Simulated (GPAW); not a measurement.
**Fe6 on MgO3 001: parallel, opposed and spinless runs**

Wanted: the moments of Fe6 on MgO3 001 and the energy of each order that was tried.

Calculated with GPAW 26.7.0; PBE; plane waves with GPAW's PAW setups, scalar-relativistic.

Most raw output is cut from this account.

## Step 1: Starting point

The cell holds 12 atoms: 3 Mg, 3 O and 6 Fe. Cell: a = 2.978 Å, b = 2.978 Å, c = 25.012 Å, α = 90.0°, β = 90.0°, γ = 90.0°. ideal sites on the substrate's mesh, layer spacings from atomic volumes, unrelaxed, 12 A of vacuum. Vacuum lies along c.

## Step 2: Order 1, typed as ferro ++++++

Parallel moments need no larger cell; this start tests for a ferromagnetic state only.

order1.py

```python
import json
import numpy as np
from ase import Atoms
from ase.parallel import paropen, parprint
from gpaw import GPAW

atoms = Atoms(['Mg', 'O', 'Mg', 'O', 'Mg', 'O', 'Fe', 'Fe', 'Fe', 'Fe', 'Fe', 'Fe'],
    cell=[[2.978334, 0.0, 0.0],
         [0.0, 2.978334, 0.0],
         [0.0, 0.0, 25.012]],
    scaled_positions=[[0.0, 0.0, 0.239885],
         [0.5, 0.5, 0.239885],
         [0.5, 0.5, 0.324084],
         [0.0, 0.0, 0.324084],
         [0.0, 0.0, 0.408284],
         [0.5, 0.5, 0.408284],
         [0.5, 0.5, 0.494243],
         [0.0, 0.0, 0.547417],
         [0.5, 0.5, 0.600592],
         [0.0, 0.0, 0.653766],
         [0.5, 0.5, 0.706941],
         [0.0, 0.0, 0.760115]],
    pbc=True,
    magmoms=[0.0, 0.0, 0.0, 0.0, 0.0, 0.0, 2.6, 2.6, 2.6, 2.6, 2.6, 2.6])
atoms.calc = GPAW(mode={'name': 'pw', 'ecut': 600},
    xc='PBE',
    kpts={'size': (16, 16, 1), 'gamma': True},
    occupations={'name': 'fermi-dirac', 'width': 0.05},
    convergence={'density': 1e-05, 'energy': 1e-05},
    maxiter=250,
    mixer={'name': 'pulay', 'beta': 0.03, 'nmaxold': 8, 'weight': 100},
    symmetry={'tolerance': 1e-4},
    txt='order1.txt')
e = atoms.get_potential_energy(force_consistent=True)
res = {'free_energy': e, 'energy_sigma0': atoms.get_potential_energy(), 'fermi_energy': atoms.calc.get_fermi_level()}
res['moments'] = atoms.get_magnetic_moments().tolist()
res['total'] = atoms.get_magnetic_moment()
parprint('site moments (muB):', np.round(res['moments'], 3))
parprint(f"total moment: {res['total']:.3f} muB")
parprint(f'free energy: {e:.6f} eV')
atoms.calc.write('order1.gpw')
with paropen('results.json', 'w') as f:
    json.dump(res, f)
```

Command:

```sh
$ OMP_NUM_THREADS=1 mpirun -n 4 gpaw python order1.py > order1.log
```

Elapsed: 15 min, on 4 MPI ranks of Intel Xeon Platinum 8375C at 2.90GHz (Ice Lake), shared host; peak memory 2 GiB; 59 min of CPU time.

Spin moment in the augmentation sphere by atom:

```
atom  spin moment in the augmentation sphere (μB)
 Mg1                                         0.00
  O2                                         0.00
 Mg3                                         0.00
  O4                                         0.00
 Mg5                                        -0.01
  O6                                         0.02
 Fe7                                         2.83
 Fe8                                         2.53
 Fe9                                         2.44
Fe10                                         2.51
Fe11                                         2.44
Fe12                                         2.96
```

Read from the output:

* magnetization: 15.80 μB
* final state: ferromagnetic

After 51 cycles the largest moment stands at 2.96 μB.

## Step 3: Run 2 (ferri +++++-)

An opposed order shows whether the pairs that it reverses prefer unlike signs.

order2.py is the script of step 2 with these lines changed:

```diff
@@ -23,3 +23,3 @@
     pbc=True,
-    magmoms=[0.0, 0.0, 0.0, 0.0, 0.0, 0.0, 2.6, 2.6, 2.6, 2.6, 2.6, 2.6])
+    magmoms=[0.0, 0.0, 0.0, 0.0, 0.0, 0.0, 2.6, 2.6, 2.6, 2.6, 2.6, -2.6])
 atoms.calc = GPAW(mode={'name': 'pw', 'ecut': 600},
@@ -32,3 +32,3 @@
     symmetry={'tolerance': 1e-4},
-    txt='order1.txt')
+    txt='order2.txt')
 e = atoms.get_potential_energy(force_consistent=True)
@@ -40,3 +40,3 @@
 parprint(f'free energy: {e:.6f} eV')
-atoms.calc.write('order1.gpw')
+atoms.calc.write('order2.gpw')
 with paropen('results.json', 'w') as f:
```

Command:

```sh
$ OMP_NUM_THREADS=1 mpirun -n 4 gpaw python order2.py > order2.log
```

Run time: 22 min. Hardware: 4 MPI ranks; peak memory 2 GiB.

The run was cut off at its time limit.

It was cut off while still iterating. More time helps where the residual falls; where it has stalled, the mixing must change.

## Step 4: Run 3 (no spin polarisation)

This run holds no moments, which gives a state to set the others against.

nospin.py is the script of step 3 with these lines changed:

```diff
@@ -22,4 +22,3 @@
          [0.0, 0.0, 0.760115]],
-    pbc=True,
-    magmoms=[0.0, 0.0, 0.0, 0.0, 0.0, 0.0, 2.6, 2.6, 2.6, 2.6, 2.6, -2.6])
+    pbc=True)
 atoms.calc = GPAW(mode={'name': 'pw', 'ecut': 600},
@@ -32,11 +31,7 @@
     symmetry={'tolerance': 1e-4},
-    txt='order2.txt')
+    txt='nospin.txt')
 e = atoms.get_potential_energy(force_consistent=True)
 res = {'free_energy': e, 'energy_sigma0': atoms.get_potential_energy(), 'fermi_energy': atoms.calc.get_fermi_level()}
-res['moments'] = atoms.get_magnetic_moments().tolist()
-res['total'] = atoms.get_magnetic_moment()
-parprint('site moments (muB):', np.round(res['moments'], 3))
-parprint(f"total moment: {res['total']:.3f} muB")
 parprint(f'free energy: {e:.6f} eV')
-atoms.calc.write('order2.gpw')
+atoms.calc.write('nospin.gpw')
 with paropen('results.json', 'w') as f:
```

Command:

```sh
$ OMP_NUM_THREADS=1 mpirun -n 4 gpaw python nospin.py > nospin.log
```

Run time: 7.2 min. Hardware: 4 MPI ranks; peak memory 1.5 GiB.

Numbers from this step:

```
final state : non-magnetic (no spin polarisation)
```

It lies 598 meV a seeded atom over the first start.

## Step 5: The states side by side

These are free energies at a smearing of 0.05 eV, so its entropy term is in the differences. They are divided by the number of seeded atoms, so that cells of unlike size compare.

Orders:

```
               start    final state  typed order kept  energy over the lowest (meV a seeded atom)  largest site moment (μB)  net moment (μB a primitive cell)  mesh matched  CPU time (s)
        ferro ++++++  ferromagnetic               yes                                           0                     2.959                              15.8           yes          3532
no spin polarisation   non-magnetic                 -                                       598.1                         0                                 0           yes          1730
```

## Step 6: Results

| Item | Value |
| --- | --- |
| lower run | with moments |
| largest site moment | 2.96 μB |
| next state | non-magnetic, 598 meV a seeded atom higher |
| energy gained by spin polarisation | 598 meV a seeded atom |

What this shows: No opposed order could be compared. The parallel start holds moments up to 2.96 μB. 1 start gave no converged result and is missing from the ranking; where cut off, the energy had nearly settled, +93.8 meV a seeded atom from the lowest. No antiferromagnetic order was obtained, so the session says nothing on how the moments order.

[Logs and program files are shortened in this print: banners, set-up blocks, solver, clock and traceback lines can be left out without a mark of their own.]

[Logs are printed without paths, hosts, clocks, repeated set-up lines and the standing remarks that a program may print on its own settings, such as how far it seeks lower states.]

[Hosts, paths, dates, database ids (printed as entryN), source tags and the programs' standing remarks are cut or masked in the printed files.]

[Where a cell is said to come from a database of computed structures, the database is the Materials Project.]
